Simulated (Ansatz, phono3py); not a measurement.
# KCl (Sylvite, Fm-3m): thermal conductivity with phono3py, part 2 of 5

The second- and third-order constants of KCl (Sylvite) come from an earlier supercell run; what does phono3py make of them?

Experimental results on record:
- thermal conductivity 7.1 W/m/K near room temperature (given in “Combining the AFLOW GIBBS and Elastic Libraries to efficiently and robustly screen thermo-mechanical properties of solids”, 2017, arXiv:1611.05714)
- thermal conductivity 7.1 W/m/K near room temperature (given in “Predicting the lattice thermal conductivity of solids by solving the Boltzmann transport equation: AFLOW - AAPL an automated, accurate and efficient framework”, 2017, arXiv:1611.05481)

phono3py 4.10.0; DFT LDA, scalar-relativistic, plane waves, PAW; phono3py on Ansatz's force constants.

So far, κ at 300 K (W/m/K): step 2 (relaxation-time solution) 10.3; step 4 (isotopes none) 10.7; step 5 (q-mesh of the transport sums 3×3×3) 26.8.

## 6. Another q-mesh, third order supercell 3×3×3, supercell 6×6×6 (run 2)

The q-mesh of the transport sums changes, with the same scattering terms.

Contents of phono3py.yaml:

```yaml
phono3py:
  version: "4.10.0"
  frequency_unit_conversion_factor: 15.633302
  symmetry_tolerance: 1.00000e-05

physical_unit:
  atomic_mass: "AMU"
  length: "angstrom"

space_group:
  type: "Fm-3m"
  number: 225
  Hall_symbol: "-F 4 2 3"

primitive_matrix:
- [  1.000000000000000,  0.000000000000000,  0.000000000000000 ]
- [  0.000000000000000,  1.000000000000000,  0.000000000000000 ]
- [  0.000000000000000,  0.000000000000000,  1.000000000000000 ]

supercell_matrix:
- [   3,   0,   0 ]
- [   0,   3,   0 ]
- [   0,   0,   3 ]

# [primitive_cell block left out]
unit_cell:
  lattice:
  - [     0.000000000000000,     3.038503376300000,     3.038503376300000 ] # a
  - [     3.038503376300000,     0.000000000000000,     3.038503376300000 ] # b
  - [     3.038503376300000,     3.038503376300000,     0.000000000000000 ] # c
  points:
  - symbol: K # 1
    coordinates: [  0.000000000000000,  0.000000000000000,  0.000000000000000 ]
    mass: 39.098300
    reduced_to: 1
  - symbol: Cl # 2
    coordinates: [  0.500000000000000,  0.500000000000000,  0.500000000000000 ]
    mass: 35.450000
    reduced_to: 2

# [supercell block left out]
phonon_supercell_matrix:
- [   6,   0,   0 ]
- [   0,   6,   0 ]
- [   0,   0,   6 ]

# [phonon_primitive_cell block left out]
# [phonon_supercell block left out]
nac:
  born_effective_charge:
  - # 1 (K)
    - [  1.109170126599619,  0.000000000000000,  0.000000000000000 ]
    - [  0.000000000000000,  1.109170126599619,  0.000000000000000 ]
    - [  0.000000000000000,  0.000000000000000,  1.109170126599619 ]
  - # 2 (Cl)
    - [ -1.109170126599619,  0.000000000000000,  0.000000000000000 ]
    - [  0.000000000000000, -1.109170126599619,  0.000000000000000 ]
    - [  0.000000000000000,  0.000000000000000, -1.109170126599619 ]
  dielectric_constant:
    - [  2.508022372554948,  0.000000000000000,  0.000000000000000 ]
    - [  0.000000000000000,  2.508022372554948,  0.000000000000000 ]
    - [  0.000000000000000,  0.000000000000000,  2.508022372554948 ]
  unit_conversion_factor: 14.399645
```

On the command line:

```sh
phono3py phono3py.yaml --mesh 7 7 7 --br --isotope --ts 100 300 600
```

The log of the run:

```text
[banner, memory and clock lines left out]
Rust backend (phonors) using rayon (4 threads).
Running in phono3py.load mode.
Spglib version 2.8.0
----------------------------- General settings -----------------------------
Run mode: conductivity-RTA
HDF5 data compression filter: gzip
Crystal structure was read from "phono3py.yaml".
Supercell (dim): [3 3 3]
Phonon supercell (dim-fc2): [6 6 6]
Primitive matrix:
  [1. 0. 0.]
  [0. 1. 0.]
  [0. 0. 1.]
Spacegroup: Fm-3m (225)
Use -v option to watch primitive cell, unit cell, and supercell structures.
[...]
4.959   (   6.132    0.565   -0.000)    6.158
   5.058   (   0.580   -1.435    0.000)    1.548
=================== End of collection of collisions ===================
----------- Thermal conductivity (W/m-k) with tetrahedron method -----------
#  T(K)        xx         yy         zz         yz         xz         xy
  100.0      27.771     27.771     27.771     -0.000     -0.000      0.000
  300.0       9.693      9.693      9.693     -0.000     -0.000      0.000
  600.0       4.929      4.929      4.929     -0.000     -0.000      0.000

Thermal conductivity related properties were written into
"kappa-m777.hdf5".
Summary of calculation was written in "phono3py.yaml".
```

Elapsed: 3.9 s, on 4 threads of Arm Neoverse V1, shared host; peak memory 0.25 GiB.

W/m/K. Kappa, by row:

| T (K) | xx | yy | zz | yz | xz | xy |
| --- | --- | --- | --- | --- | --- | --- |
| 100 | 27.77 | 27.77 | 27.77 | 0 | 0 | 0 |
| 300 | 9.693 | 9.693 | 9.693 | 0 | 0 | 0 |
| 600 | 4.929 | 4.929 | 4.929 | 0 | 0 | 0 |

κ at 300 K goes from 10.3 in the base run to 9.69 W/(m K).

## 7. Another q-mesh, third order supercell 3×3×3, supercell 6×6×6 (run 3)

The q-mesh of the transport sums changes, with the same scattering terms.

phono3py.yaml is that of step 6.

On the command line:

```sh
phono3py phono3py.yaml --mesh 9 9 9 --br --isotope --ts 100 300 600
```

The log of the run:

```text
[banner, memory and clock lines left out]
Rust backend (phonors) using rayon (4 threads).
Running in phono3py.load mode.
Spglib version 2.8.0
----------------------------- General settings -----------------------------
Run mode: conductivity-RTA
HDF5 data compression filter: gzip
Crystal structure was read from "phono3py.yaml".
Supercell (dim): [3 3 3]
Phonon supercell (dim-fc2): [6 6 6]
Primitive matrix:
  [1. 0. 0.]
  [0. 1. 0.]
  [0. 0. 1.]
Spacegroup: Fm-3m (225)
Use -v option to watch primitive cell, unit cell, and supercell structures.
[...]
5.008   (  -0.000   -1.046    5.807)    5.901
   5.029   (   0.000    1.512    0.465)    1.582
=================== End of collection of collisions ===================
----------- Thermal conductivity (W/m-k) with tetrahedron method -----------
#  T(K)        xx         yy         zz         yz         xz         xy
  100.0      28.534     28.534     28.534     -0.000     -0.000      0.000
  300.0      10.002     10.002     10.002     -0.000     -0.000      0.000
  600.0       5.098      5.098      5.098     -0.000     -0.000      0.000

Thermal conductivity related properties were written into
"kappa-m999.hdf5".
Summary of calculation was written in "phono3py.yaml".
```

It took 4.6 s on 4 threads; peak memory 0.25 GiB.

κ at 300 K goes from 10.3 in the base run to 10 W/(m K).

## 8. Another q-mesh, third order supercell 3×3×3, supercell 6×6×6 (run 4)

The q-mesh of the transport sums changes, with the same scattering terms.

phono3py.yaml is that of step 7.

On the command line:

```sh
phono3py phono3py.yaml --mesh 13 13 13 --br --isotope --ts 100 300 600
```

The log of the run:

```text
[banner, memory and clock lines left out]
Rust backend (phonors) using rayon (4 threads).
Running in phono3py.load mode.
Spglib version 2.8.0
----------------------------- General settings -----------------------------
Run mode: conductivity-RTA
HDF5 data compression filter: gzip
Crystal structure was read from "phono3py.yaml".
Supercell (dim): [3 3 3]
Phonon supercell (dim-fc2): [6 6 6]
Primitive matrix:
  [1. 0. 0.]
  [0. 1. 0.]
  [0. 0. 1.]
Spacegroup: Fm-3m (225)
Use -v option to watch primitive cell, unit cell, and supercell structures.
[...]
5.032   (  -0.000   -1.272    3.893)    4.095
   5.036   (   0.000    1.521    0.337)    1.558
=================== End of collection of collisions ===================
----------- Thermal conductivity (W/m-k) with tetrahedron method -----------
#  T(K)        xx         yy         zz         yz         xz         xy
  100.0      29.082     29.082     29.082     -0.000     -0.000      0.000
  300.0      10.190     10.190     10.190     -0.000     -0.000      0.000
  600.0       5.194      5.194      5.194     -0.000     -0.000      0.000

Thermal conductivity related properties were written into
"kappa-m131313.hdf5".
Summary of calculation was written in "phono3py.yaml".
```

Elapsed: 9.2 s, on 4 threads; peak memory 0.25 GiB.

κ at 300 K goes from 10.3 in the base run to 10.2 W/(m K).

## 9. Another q-mesh, third order supercell 3×3×3, supercell 6×6×6 (run 5)

The q-mesh of the transport sums changes, with the same scattering terms.

phono3py.yaml is that of step 8.

On the command line:

```sh
phono3py phono3py.yaml --mesh 21 21 21 --br --isotope --ts 100 300 600
```

The log of the run:

```text
[banner, memory and clock lines left out]
Rust backend (phonors) using rayon (4 threads).
Running in phono3py.load mode.
Spglib version 2.8.0
----------------------------- General settings -----------------------------
Run mode: conductivity-RTA
HDF5 data compression filter: gzip
Crystal structure was read from "phono3py.yaml".
Supercell (dim): [3 3 3]
Phonon supercell (dim-fc2): [6 6 6]
Primitive matrix:
  [1. 0. 0.]
  [0. 1. 0.]
  [0. 0. 1.]
Spacegroup: Fm-3m (225)
Use -v option to watch primitive cell, unit cell, and supercell structures.
[...]
5.041   (   0.000    1.522    0.214)    1.537
   5.044   (  -0.000   -1.413    2.344)    2.737
=================== End of collection of collisions ===================
----------- Thermal conductivity (W/m-k) with tetrahedron method -----------
#  T(K)        xx         yy         zz         yz         xz         xy
  100.0      29.531     29.531     29.531     -0.000     -0.000      0.000
  300.0      10.344     10.344     10.344     -0.000     -0.000      0.000
  600.0       5.274      5.274      5.274     -0.000     -0.000      0.000

Thermal conductivity related properties were written into
"kappa-m212121.hdf5".
Summary of calculation was written in "phono3py.yaml".
```

The job ended after 89 s (4 threads; peak memory 0.25 GiB; 5.6 min of CPU time).

W/m/K. Kappa, by row:

| T (K) | xx | yy | zz | yz | xz | xy |
| --- | --- | --- | --- | --- | --- | --- |
| 100 | 29.53 | 29.53 | 29.53 | 0 | 0 | 0 |
| 300 | 10.34 | 10.34 | 10.34 | 0 | 0 | 0 |
| 600 | 5.274 | 5.274 | 5.274 | 0 | 0 | 0 |

κ at 300 K goes from 10.3 in the base run to 10.3 W/(m K).

## 10. Another q-mesh, third order supercell 3×3×3, supercell 6×6×6 (run 6)

The q-mesh of the transport sums changes, with the same scattering terms.

phono3py.yaml is that of step 9.

On the command line:

```sh
phono3py phono3py.yaml --mesh 27 27 27 --br --isotope --ts 100 300 600
```

The log of the run:

```text
[banner, memory and clock lines left out]
Rust backend (phonors) using rayon (4 threads).
Running in phono3py.load mode.
Spglib version 2.8.0
----------------------------- General settings -----------------------------
Run mode: conductivity-RTA
HDF5 data compression filter: gzip
Crystal structure was read from "phono3py.yaml".
Supercell (dim): [3 3 3]
Phonon supercell (dim-fc2): [6 6 6]
Primitive matrix:
  [1. 0. 0.]
  [0. 1. 0.]
  [0. 0. 1.]
Spacegroup: Fm-3m (225)
Use -v option to watch primitive cell, unit cell, and supercell structures.
[...]
5.038   (   1.697    1.465   -0.000)    2.242
   5.051   (   0.168   -1.502    0.000)    1.512
=================== End of collection of collisions ===================
----------- Thermal conductivity (W/m-k) with tetrahedron method -----------
#  T(K)        xx         yy         zz         yz         xz         xy
  100.0      29.631     29.631     29.631     -0.000     -0.000      0.000
  300.0      10.377     10.377     10.377     -0.000     -0.000      0.000
  600.0       5.289      5.289      5.289     -0.000     -0.000      0.000

Thermal conductivity related properties were written into
"kappa-m272727.hdf5".
Summary of calculation was written in "phono3py.yaml".
```

Run time: 6.3 min. Hardware: 4 threads; peak memory 0.25 GiB.

W/m/K. Kappa, by row:

| T (K) | xx | yy | zz | yz | xz | xy |
| --- | --- | --- | --- | --- | --- | --- |
| 100 | 29.63 | 29.63 | 29.63 | 0 | 0 | 0 |
| 300 | 10.38 | 10.38 | 10.38 | 0 | 0 | 0 |
| 600 | 5.289 | 5.289 | 5.289 | 0 | 0 | 0 |

κ at 300 K goes from 10.3 in the base run to 10.4 W/(m K).

## 11. Mesh convergence

This step: DFT LDA, scalar-relativistic, plane waves, PAW (phono3py 4.10.0).

Series, by row:

| mesh points along each axis | kappa at 100 K (W/m/K) | kappa at 300 K (W/m/K) | kappa at 600 K (W/m/K) | seconds |
| --- | --- | --- | --- | --- |
| 3 | 62.83 | 26.84 | 14.11 | 3.71 |
| 7 | 27.77 | 9.693 | 4.929 | 3.9 |
| 9 | 28.53 | 10 | 5.098 | 4.56 |
| 13 | 29.08 | 10.19 | 5.194 | 9.25 |
| 17 | 29.38 | 10.28 | 5.238 | 29.35 |
| 21 | 29.53 | 10.34 | 5.274 | 89.42 |
| 27 | 29.63 | 10.38 | 5.289 | 376.1 |

## 12. Boundary scattering, third order supercell 3×3×3, supercell 6×6×6

A boundary term v/L is added to each rate, a simple model of grains or a thin sample.

This step: DFT LDA, scalar-relativistic, plane waves, PAW; phono3py on Ansatz's force constants (phono3py 4.10.0).

phono3py.yaml is that of step 10.

On the command line:

```sh
phono3py phono3py.yaml --mesh 17 17 17 --br --isotope --boundary-mfp 0.01 --ts 100 150 200 300 400 500 600 800
```

The log of the run:

```text
[banner, memory and clock lines left out]
Rust backend (phonors) using rayon (4 threads).
Running in phono3py.load mode.
Spglib version 2.8.0
----------------------------- General settings -----------------------------
Run mode: conductivity-RTA
HDF5 data compression filter: gzip
Crystal structure was read from "phono3py.yaml".
Supercell (dim): [3 3 3]
Phonon supercell (dim-fc2): [6 6 6]
Primitive matrix:
  [1. 0. 0.]
  [0. 1. 0.]
  [0. 0. 1.]
Spacegroup: Fm-3m (225)
Use -v option to watch primitive cell, unit cell, and supercell structures.
NAC parameters were read from "phono3py.yaml".
fc3 was read from "fc3.hdf5".
fc2 was read from "fc2.hdf5".
----------------------------- Force constants ------------------------------
Max drift of fc3: 0.00000000 (zzz) 0.00000000 (zzz) 0.00000000 (zzz)
Max drift of fc2: -0.00000000 (xx) -0.00000000 (xx)
--------------------------- Calculation settings ---------------------------
Non-analytical term correction (NAC): True
NAC unit conversion factor:  14.39964
BZ integration: Tetrahedron-method
Temperature:  100.0  150.0  200.0  300.0  400.0 ... 800.0
Cutoff frequency: 0.01
Mesh sampling: [ 17 17 17 ]
Generating grid system ... [ 17 17 17 ]
fc3-r2q-transformation over three atoms: True
--------------------------- Phonon calculations ----------------------------
  PRB 50, 13035(R) (1994), PRB 55, 10355 (1997)
  G-cutoff distance: 1.08, Number of G-points: 307, Lambda: 0.18
Running harmonic phonon calculations...
-------------------- Lattice thermal conductivity (RTA) --------------------
Running heat capacity calculations...
Running velocity calculations...
Running isotope scattering calculations with tetrahedron method...
======================= Grid point 0 (1/165) =======================
q-point: ( 0.00  0.00  0.00)
Boundary mean free path (micrometer): 0.01000
Mass variance parameters: 1.64e-04 5.83e-04
Number of triplets: 165
Frequency     group velocity (x, y, z)     |gv|
  -0.000   (   0.000    0.000    0.000)    0.000
   0.000   (   0.000    0.000    0.000)    0.000
   0.000   (   0.000    0.000    0.000)    0.000
   4.833   (   0.000    0.000    0.000)    0.000
   4.833   (   0.000    0.000    0.000)    0.000
   4.833   (   0.000    0.000    0.000)    0.000
======================= Grid point 1 (2/165) =======================
q-point: ( 0.06  0.00  0.00)
Boundary mean free path (micrometer): 0.01000
Mass variance parameters: 1.64e-04 5.83e-04
Number of triplets: 489
Frequency     group velocity (x, y, z)     |gv|
   0.498   ( -17.077   17.077   17.077)   29.578
   0.498   ( -17.077   17.077   17.077)   29.578
   0.646   ( -22.170   22.170   22.170)   38.399
   4.817   (   1.109   -1.109   -1.109)    1.922
   4.817   (   1.109   -1.109   -1.109)    1.922
   6.621   (   1.677   -1.677   -1.677)    2.905
[162 grid points left out]
======================= Grid point 1322 (165/165) =======================
q-point: ( 0.71  0.47  0.24)
Boundary mean free path (micrometer): 0.01000
Mass variance parameters: 1.64e-04 5.83e-04
Number of triplets: 1305
Frequency     group velocity (x, y, z)     |gv|
   2.495   (  -0.000   13.520    1.580)   13.612
   2.664   (   0.000  -12.608   -6.874)   14.360
   3.789   (  -0.000   25.490    0.410)   25.493
   4.108   (   0.000  -21.893   -2.354)   22.020
   5.039   (   0.000    1.522    0.263)    1.545
   5.041   (  -0.000   -1.366    2.926)    3.229
=================== End of collection of collisions ===================
----------- Thermal conductivity (W/m-k) with tetrahedron method -----------
#  T(K)        xx         yy         zz         yz         xz         xy
  100.0       4.904      4.904      4.904     -0.000     -0.000      0.000
  150.0       4.854      4.854      4.854     -0.000     -0.000      0.000
  200.0       4.561      4.561      4.561     -0.000     -0.000      0.000
  300.0       3.963      3.963      3.963     -0.000     -0.000      0.000
  400.0       3.483      3.483      3.483     -0.000     -0.000      0.000
  500.0       3.106      3.106      3.106     -0.000     -0.000      0.000
  600.0       2.805      2.805      2.805     -0.000     -0.000      0.000
  800.0       2.354      2.354      2.354     -0.000     -0.000      0.000

Thermal conductivity related properties were written into
"kappa-m171717.hdf5".
Summary of calculation was written in "phono3py.yaml".
```

It took 29 s on 4 threads; peak memory 0.25 GiB.

This step gave:

```yaml
kappa_at_300_k: 3.963 W/m/K
kappa_xx_yy_zz_at_300_k: 3.963, 3.963, 3.963 W/m/K
```

W/m/K. Kappa, by row:

| T (K) | xx | yy | zz | yz | xz | xy |
| --- | --- | --- | --- | --- | --- | --- |
| 100 | 4.904 | 4.904 | 4.904 | 0 | 0 | 0 |
| 150 | 4.854 | 4.854 | 4.854 | 0 | 0 | 0 |
| 200 | 4.561 | 4.561 | 4.561 | 0 | 0 | 0 |
| 300 | 3.963 | 3.963 | 3.963 | 0 | 0 | 0 |
| 400 | 3.483 | 3.483 | 3.483 | 0 | 0 | 0 |
| 500 | 3.106 | 3.106 | 3.106 | 0 | 0 | 0 |
| 600 | 2.805 | 2.805 | 2.805 | 0 | 0 | 0 |
| 800 | 2.354 | 2.354 | 2.354 | 0 | 0 | 0 |

κ at 300 K goes from 10.3 in the base run to 3.96 W/(m K).

## 13. Boundary scattering, third order supercell 3×3×3, supercell 6×6×6 (run 2)

A boundary term v/L is added to each rate, a simple model of grains or a thin sample.

phono3py.yaml is that of step 12.

On the command line:

```sh
phono3py phono3py.yaml --mesh 17 17 17 --br --isotope --boundary-mfp 1 --ts 100 150 200 300 400 500 600 800
```

The log of the run:

```text
[banner, memory and clock lines left out]
Rust backend (phonors) using rayon (4 threads).
Running in phono3py.load mode.
Spglib version 2.8.0
----------------------------- General settings -----------------------------
Run mode: conductivity-RTA
HDF5 data compression filter: gzip
Crystal structure was read from "phono3py.yaml".
Supercell (dim): [3 3 3]
Phonon supercell (dim-fc2): [6 6 6]
Primitive matrix:
  [1. 0. 0.]
  [0. 1. 0.]
  [0. 0. 1.]
Spacegroup: Fm-3m (225)
Use -v option to watch primitive cell, unit cell, and supercell structures.
[...]
----------- Thermal conductivity (W/m-k) with tetrahedron method -----------
#  T(K)        xx         yy         zz         yz         xz         xy
  100.0      26.697     26.697     26.697     -0.000     -0.000      0.000
  150.0      18.798     18.798     18.798     -0.000     -0.000      0.000
  200.0      14.520     14.520     14.520     -0.000     -0.000      0.000
[...]
600.0       5.161      5.161      5.161     -0.000     -0.000      0.000
  800.0       3.904      3.904      3.904     -0.000     -0.000      0.000

Thermal conductivity related properties were written into
"kappa-m171717.hdf5".
Summary of calculation was written in "phono3py.yaml".
```

It took 29 s on 4 threads; peak memory 0.25 GiB.

This step gave:

```yaml
kappa_at_300_k: 9.986 W/m/K
kappa_xx_yy_zz_at_300_k: 9.986, 9.986, 9.986 W/m/K
```

W/m/K. Kappa, by row:

| T (K) | xx | yy | zz | yz | xz | xy |
| --- | --- | --- | --- | --- | --- | --- |
| 100 | 26.7 | 26.7 | 26.7 | 0 | 0 | 0 |
| 150 | 18.8 | 18.8 | 18.8 | 0 | 0 | 0 |
| 200 | 14.52 | 14.52 | 14.52 | 0 | 0 | 0 |
| 300 | 9.986 | 9.986 | 9.986 | 0 | 0 | 0 |
| 400 | 7.612 | 7.612 | 7.612 | 0 | 0 | 0 |
| 500 | 6.151 | 6.151 | 6.151 | 0 | 0 | 0 |
| 600 | 5.161 | 5.161 | 5.161 | 0 | 0 | 0 |
| 800 | 3.904 | 3.904 | 3.904 | 0 | 0 | 0 |

κ at 300 K goes from 10.3 in the base run to 9.99 W/(m K).

(Part 2 of 5 ends here.)

[Logs are printed without paths, hosts, clocks, repeated set-up lines and the standing remarks that a program may print on its own settings, such as how far it seeks lower states.]

[Hosts, paths, dates, database ids (printed as entryN), source tags and the programs' standing remarks are cut or masked in the printed files.]

[A step with changed settings may run another functional than the one named; its input shows which.]
